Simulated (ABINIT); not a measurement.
## Ba2H3I (P-3m1): G0W0 with ABINIT, start to end

Aim: the G0W0 gap of Ba2H3I (P-3m1) on LDA, step by step.

Calculated with ABINIT 10.8.3; LDA and many-body steps on it, plane waves.

Report form: the programs' logs are mostly left out.

### Step 1. The structure

It takes space group P-3m1 (No. 164, trigonal). The conventional cell has a = 4.536 Å, b = 4.536 Å, c = 8.120 Å, α = 90.00°, β = 90.00°, γ = 120.00°. Nearest to Ba lie 7 H at 2.64 to 3.02 Å and 3 I at 3.66 Å. Nearest to H lie 4 Ba at 2.64 to 2.67 Å. Nearest to H lie 6 H at 2.87 Å and 6 Ba at 3.02 Å. Nearest to I lie 6 Ba at 3.66 Å. Farther neighbours and most contacts between anions are not listed.

The cell and positions are those that the Materials Project relaxed with its own functionals (PBE, PBE+U or r2SCAN), kept fixed. Spin-orbit coupling is left out unless a step names it.

### Step 2. Ground state

This step: ABINIT 10.8.3; DFT, LDA, plane waves, norm-conserving pseudopotentials.

The ground-state density comes first.

run.abi reads:

```
acell 3*1.0 Angstrom
rprim 
  4.536403231722 0.000000000020 0.000000000000
  -2.268201615878 3.928640440471 0.000000000000
  0.000000000000 0.000000000000 8.119554120000
ntypat 3
znucl 56 1 53
natom 6
typat 1 1 2 2 2 3
xred 
  0.666666666667 0.333333333333 0.684719380000
  0.333333333333 0.666666666667 0.315280620000
  0.666666666667 0.333333333333 0.356100520000
  0.333333333333 0.666666666667 0.643899480000
  0.000000000000 0.000000000000 0.500000000000
  0.000000000000 0.000000000000 0.000000000000
pp_dirpath "pseudos"
pseudos "Ba.upf, H.upf, I.upf"
ecut 31
ngkpt 6 6 4
nshiftk 1
shiftk 0 0 0
kptopt 1
chksymbreak 0
nband 22
occopt 1
tolvrs 1e-10
nstep 60
prtwf 0
optforces 0
optstress 0
indata_prefix "in"
outdata_prefix "out"
tmpdata_prefix "tmp"
```

Started as:

```bash
OMP_NUM_THREADS=1 mpirun -n 4 abinit run.abi > log
```

Elapsed: 51 s, on 4 MPI ranks of Arm Neoverse V1, shared host; peak memory 0.45 GiB.

This step gave:

```
total energy               : -1939.4861 eV
gap                        : 1.962 eV
k of the valence top       : 0, 0, 0.5
k of the conduction bottom : 0.5, 0, 0.5
least direct gap           : 2.324 eV
```

The gap is indirect, with the least direct gap 0.36 eV higher.

### Step 3. Bands along the symmetry lines

Levels along a band path, at the cheap level, show where the edges lie and whether the meshes to come will hold them.

run.abi reads:

```
acell 3*1.0 Angstrom
rprim 
  4.536403231722 0.000000000020 0.000000000000
  -2.268201615878 3.928640440471 0.000000000000
  0.000000000000 0.000000000000 8.119554120000
ntypat 3
znucl 56 1 53
natom 6
typat 1 1 2 2 2 3
xred 
  0.666666666667 0.333333333333 0.684719380000
  0.333333333333 0.666666666667 0.315280620000
  0.666666666667 0.333333333333 0.356100520000
  0.333333333333 0.666666666667 0.643899480000
  0.000000000000 0.000000000000 0.500000000000
  0.000000000000 0.000000000000 0.000000000000
pp_dirpath "pseudos"
pseudos "Ba.upf, H.upf, I.upf"
ecut 31
iscf -2
irdden 1
kptopt 0
nkpt 75
kpt 
  0.00000000 0.00000000 0.00000000
  0.06250000 0.00000000 0.00000000
  0.12500000 0.00000000 0.00000000
  0.18750000 0.00000000 0.00000000
  0.25000000 0.00000000 0.00000000
  0.31250000 0.00000000 0.00000000
  0.37500000 0.00000000 0.00000000
  0.43750000 0.00000000 0.00000000
  0.50000000 0.00000000 0.00000000
  0.47916667 0.04166667 0.00000000
  0.45833333 0.08333333 0.00000000
  0.43750000 0.12500000 0.00000000
  0.41666666 0.16666666 0.00000000
  0.39583333 0.20833333 0.00000000
  0.37500000 0.25000000 0.00000000
  0.35416666 0.29166666 0.00000000
  0.33333333 0.33333333 0.00000000
  0.29166666 0.29166666 0.00000000
  0.25000000 0.25000000 0.00000000
  0.20833333 0.20833333 0.00000000
  0.16666666 0.16666666 0.00000000
  0.12500000 0.12500000 0.00000000
  0.08333333 0.08333333 0.00000000
  0.04166667 0.04166667 0.00000000
  0.00000000 0.00000000 0.00000000
  0.00000000 0.00000000 0.06250000
  0.00000000 0.00000000 0.12500000
  0.00000000 0.00000000 0.18750000
  0.00000000 0.00000000 0.25000000
  0.00000000 0.00000000 0.31250000
  0.00000000 0.00000000 0.37500000
  0.00000000 0.00000000 0.43750000
  0.00000000 0.00000000 0.50000000
  0.06250000 0.00000000 0.50000000
  0.12500000 0.00000000 0.50000000
  0.18750000 0.00000000 0.50000000
  0.25000000 0.00000000 0.50000000
  0.31250000 0.00000000 0.50000000
  0.37500000 0.00000000 0.50000000
  0.43750000 0.00000000 0.50000000
  0.50000000 0.00000000 0.50000000
  0.47916667 0.04166667 0.50000000
  0.45833333 0.08333333 0.50000000
  0.43750000 0.12500000 0.50000000
  0.41666666 0.16666666 0.50000000
  0.39583333 0.20833333 0.50000000
  0.37500000 0.25000000 0.50000000
  0.35416666 0.29166666 0.50000000
  0.33333333 0.33333333 0.50000000
  0.29166666 0.29166666 0.50000000
  0.25000000 0.25000000 0.50000000
  0.20833333 0.20833333 0.50000000
  0.16666666 0.16666666 0.50000000
  0.12500000 0.12500000 0.50000000
  0.08333333 0.08333333 0.50000000
  0.04166667 0.04166667 0.50000000
  0.00000000 0.00000000 0.50000000
  0.50000000 0.00000000 0.50000000
  0.50000000 0.00000000 0.43750000
  0.50000000 0.00000000 0.37500000
  0.50000000 0.00000000 0.31250000
  0.50000000 0.00000000 0.25000000
  0.50000000 0.00000000 0.18750000
  0.50000000 0.00000000 0.12500000
  0.50000000 0.00000000 0.06250000
  0.50000000 -0.00000000 0.00000000
  0.33333333 0.33333333 0.50000000
  0.33333333 0.33333333 0.43750000
  0.33333333 0.33333333 0.37500000
  0.33333333 0.33333333 0.31250000
  0.33333333 0.33333333 0.25000000
  0.33333333 0.33333333 0.18750000
  0.33333333 0.33333333 0.12500000
  0.33333333 0.33333333 0.06250000
  0.33333333 0.33333333 0.00000000
istwfk *1
nband 22
nbdbuf 2
tolwfr 1e-08
nstep 40
prtwf 0
prtvol 0
indata_prefix "in"
outdata_prefix "out"
tmpdata_prefix "tmp"
```

Run time: 79 s. Hardware: 4 MPI ranks; peak memory 0.51 GiB; 5.3 min of CPU time.

Numbers from this step:

| Property | Result |
| --- | --- |
| gap | 1.962 eV |
| k of the valence top | 0, 0, 0.5 |
| k of the conduction bottom | 0.5, 0, 0.5 |
| least direct gap | 2.324 eV |

The gap is 1.962 eV, as in the run before at this level.

The electronic bands at the labelled points (eV, zero at the top of the highest filled band):

```csv
point,band 12,band 13,band 14,band 15,band 16,band 17,band 18,band 19
Γ,-2.39,-2.39,-2.23,-0.05,2.42,2.50,2.50,2.59
halfway,-2.65,-2.58,-2.27,-1.13,2.83,2.85,3.03,3.15
M,-2.76,-2.33,-1.93,-1.77,2.57,3.04,3.22,3.58
halfway,-3.04,-2.15,-1.94,-1.81,2.33,2.80,2.92,3.77
K,-3.26,-2.03,-1.87,-1.87,2.26,2.26,2.91,4.17
halfway,-2.72,-2.54,-2.25,-1.32,2.74,2.86,3.04,3.06
Γ,-2.39,-2.39,-2.23,-0.05,2.42,2.50,2.50,2.59
halfway,-2.40,-2.40,-2.25,-0.03,2.40,2.40,2.47,2.81
A,-2.41,-2.41,-2.31,0.00,2.32,2.32,2.44,3.11
halfway,-2.57,-2.48,-2.28,-1.23,2.12,2.56,2.85,3.43
L,-2.73,-2.19,-2.11,-1.90,1.96,2.69,2.86,4.34
halfway,-3.06,-2.07,-2.05,-1.94,2.48,2.76,2.87,4.21
H,-3.30,-2.02,-1.94,-1.94,2.92,2.92,3.09,4.33
halfway,-2.81,-2.40,-2.22,-1.41,1.99,2.97,2.99,3.27
A,-2.41,-2.41,-2.31,0.00,2.32,2.32,2.44,3.11
jump to L,-2.73,-2.19,-2.11,-1.90,1.96,2.69,2.86,4.34
halfway,-2.74,-2.29,-1.94,-1.89,2.24,2.90,2.93,3.73
M,-2.76,-2.33,-1.93,-1.77,2.57,3.04,3.22,3.58
jump to H,-3.30,-2.02,-1.94,-1.94,2.92,2.92,3.09,4.33
halfway,-3.28,-2.02,-1.91,-1.91,2.54,2.54,3.01,4.15
K,-3.26,-2.03,-1.87,-1.87,2.26,2.26,2.91,4.17
```

### Step 4. Empty states on the mesh, 3×3×1 mesh, 120 bands

The sums over transitions need many empty states on a uniform mesh; this step solves for them.

run.abi reads:

```
acell 3*1.0 Angstrom
rprim 
  4.536403231722 0.000000000020 0.000000000000
  -2.268201615878 3.928640440471 0.000000000000
  0.000000000000 0.000000000000 8.119554120000
ntypat 3
znucl 56 1 53
natom 6
typat 1 1 2 2 2 3
xred 
  0.666666666667 0.333333333333 0.684719380000
  0.333333333333 0.666666666667 0.315280620000
  0.666666666667 0.333333333333 0.356100520000
  0.333333333333 0.666666666667 0.643899480000
  0.000000000000 0.000000000000 0.500000000000
  0.000000000000 0.000000000000 0.000000000000
pp_dirpath "pseudos"
pseudos "Ba.upf, H.upf, I.upf"
ecut 31
ngkpt 3 3 1
nshiftk 1
shiftk 0 0 0
kptopt 1
chksymbreak 0
iscf -2
irdden 1
istwfk *1
nband 120
nbdbuf 10
tolwfr 1e-09
nstep 60
prtvol 0
indata_prefix "in"
outdata_prefix "out"
tmpdata_prefix "tmp"
```

Elapsed: 42 s, on 4 MPI ranks; peak memory 0.38 GiB; 2.8 min of CPU time.

This step gave:

```
gap                                                           : 2.309 eV
k of the valence top                                          : 0, 0, 0
k of the conduction bottom                                    : 0.3333, 0.3333, 0
least direct gap                                              : 2.472 eV
k points computed                                             : 3
lowest point of the top converged band, above the valence top : 36.35 eV
```

On this mesh the gap is 2.309 eV. The earlier step found 1.962 eV, so this mesh misses an edge.

### Step 5. Screening, 3×3×1 mesh, 110 bands, screening to 106.1 eV

The RPA dielectric matrix is built and inverted for each q.

This step: RPA screening on LDA, plane waves, norm-conserving pseudopotentials.

Changes to run.abi since step 4:

```diff
@@ -24,10 +24,11 @@
 chksymbreak 0
-iscf -2
-irdden 1
 istwfk *1
-nband 120
-nbdbuf 10
-tolwfr 1e-09
-nstep 60
-prtvol 0
+occopt 1
+irdwfk 1
+optdriver 3
+nband 110
+ecuteps 3.9
+inclvkb 2
+awtr 1
+symchi 1
 indata_prefix "in"
```

Wall time 14 s (4 MPI ranks); peak memory 0.8 GiB; 55 s of CPU time.

This step gave:

| Item | Value |
| --- | --- |
| ε∞ with local fields, on this mesh, along the program's q direction | 4.959 |
| the same without local fields | 5.670 |
| plasma frequency | 16.91 eV |
| plane waves in the screening matrix | 361 |

Local fields lower ε∞ by 13 %. On a Γ-centred mesh this coarse the value itself is usually too large, while a short band sum pulls it down.

### Step 6. Self-energy, 3×3×1 mesh, 110 bands, screening to 106.1 eV

The self-energy is evaluated for the states that the input lists, and the levels follow from it, in one-shot runs by the linearised quasiparticle equation.

This step: G0W0 on LDA, plane waves, norm-conserving pseudopotentials.

Changes to run.abi since step 5:

```diff
@@ -27,8 +27,17 @@
 irdwfk 1
-optdriver 3
+optdriver 4
 nband 110
+gwcalctyp 0
+ecutsigx 31
+symsigma 1
+nkptgw 2
+kptgw 
+  0.0000000000 0.0000000000 0.0000000000
+  0.3333333333 0.3333333333 0.0000000000
+bdgw 
+  14 18
+  14 17
 ecuteps 3.9
-inclvkb 2
-awtr 1
-symchi 1
+irdscr 1
+ppmodel 1
 indata_prefix "in"
```

Wall time 9.3 s (4 MPI ranks); peak memory 0.68 GiB; 37 s of CPU time.

This step gave:

```
G0W0 gap on the points computed              : 3.91 eV
starting gap on the mesh                     : 2.309 eV
k of the valence top                         : 0, 0, 0
k of the conduction bottom                   : 0.3333, 0.3333, 0
Z at the valence top                         : 0.775
Z at the conduction bottom                   : 0.816
least direct G0W0 gap on the computed points : 3.989 eV
```

The gap on the mesh goes from 2.31 eV to 3.91 eV, a correction of +1.60 eV. The start differs from the 1.96 eV found before because the two sample other k points.

Limits: finite bands, cutoff and mesh; no spin-orbit coupling; coarse k mesh. v1 is the top filled band, c1 the lowest empty one. The levels before and after the correction (eV, zero at the valence-band top of each column):

```csv
,conduction bottom,valence top
Kohn-Sham,2.31,0.00
G0W0,3.91,0.00
```

```csv
,level,energy (eV)
Kohn-Sham,Γ v2,-2.177
Kohn-Sham,Γ v1,0.000
Kohn-Sham,Γ c1,2.472
Kohn-Sham,Γ c2-c3,2.550
Kohn-Sham,(0.333 0.333 0) v2-v1,-1.818
Kohn-Sham,(0.333 0.333 0) c1-c2,2.309
G0W0,Γ v2,-2.227
G0W0,Γ v1,0.000
G0W0,Γ c1,3.989
G0W0,Γ c2-c3,4.262
G0W0,(0.333 0.333 0) v2-v1,-1.889
G0W0,(0.333 0.333 0) c1-c2,3.910
```

### Step 7. Where the time went

Times are wall times on 4 MPI ranks of Arm Neoverse V1, shared host, good to a factor of about two.

```csv
step,time,share,memory (GiB)
ground state,51 s,26 %,0.45
bands along the symmetry lines,79 s,41 %,0.51
empty states on the mesh,42 s,21 %,0.38
screening,14 s,7 %,0.8
self-energy,9.3 s,5 %,0.68
```

### Step 8. Summary of results

```
LDA gap                              : 1.96 eV, indirect
G0W0 gap on the mesh                 : 3.91 eV
G0W0 gap over the zone (rigid shift) : 3.56 eV
GW settings                          : 3×3×1 mesh, 110 bands, screening to 106.1 eV, Godby-Needs plasmon pole
known limits                         : not at the basis limit; no spin-orbit coupling; coarse k mesh
```

**Reading.** G0W0 moves the gap on the mesh from 2.31 eV to 3.91 eV (+1.60 eV), with Z of 0.78 and 0.82 at the edges. The mesh misses the band edges by 0.35 eV in all; a rigid shift gives 3.56 eV for the zone. Local fields lower the RPA ε∞ on this mesh from 5.67 to 4.96; a Γ-centred mesh this coarse tends to raise both, most where the direct gap is narrow, while a short band sum lowers them. Only 2 of the mesh's irreducible points were corrected, so a valley elsewhere could overtake. The dearest step here is «bands along the symmetry lines». Bands and cutoff are finite, so the gap is not at the basis limit. The miss can reach some tenths of an eV and take either sign; the mesh is an error of its own. In the G0W0 run levels were corrected at 2 k points alone, so a gap called «on the mesh» is the least over those, and an edge elsewhere would be missed. A denser mesh or path gives a starting gap of 1.96 eV: the GW mesh misses a band edge, so its gaps are not the fundamental one. The 3×3×1 mesh is coarse for this cell, which bears on the long-range parts of exchange and screening. The many-body steps are scalar-relativistic: spin-orbit coupling is not in them.

[Paths, hosts, dates, memory and timing lines, banners, echoed tables and standing remarks are left out of the program output.]

[Logs are printed without paths, hosts, clocks, repeated set-up lines and the standing remarks that a program may print on its own settings, such as how far it seeks lower states.]

[Runs of the session that timed out or met a known fault of the program may be left out.]

[Hosts, paths, dates, database ids (printed as entryN), source tags and the programs' standing remarks are cut or masked in the printed files.]

[G0W0 gaps are taken among the corrected bands and points alone; a level outside them can change the order at an edge.]

[Where Ansatz stands beside ABINIT at settings called matched, ABINIT's density can come from a denser mesh and the files from another edition; pairs whose starting gaps differed by over 0.03 eV were left out, so agreement reads better than it is.]
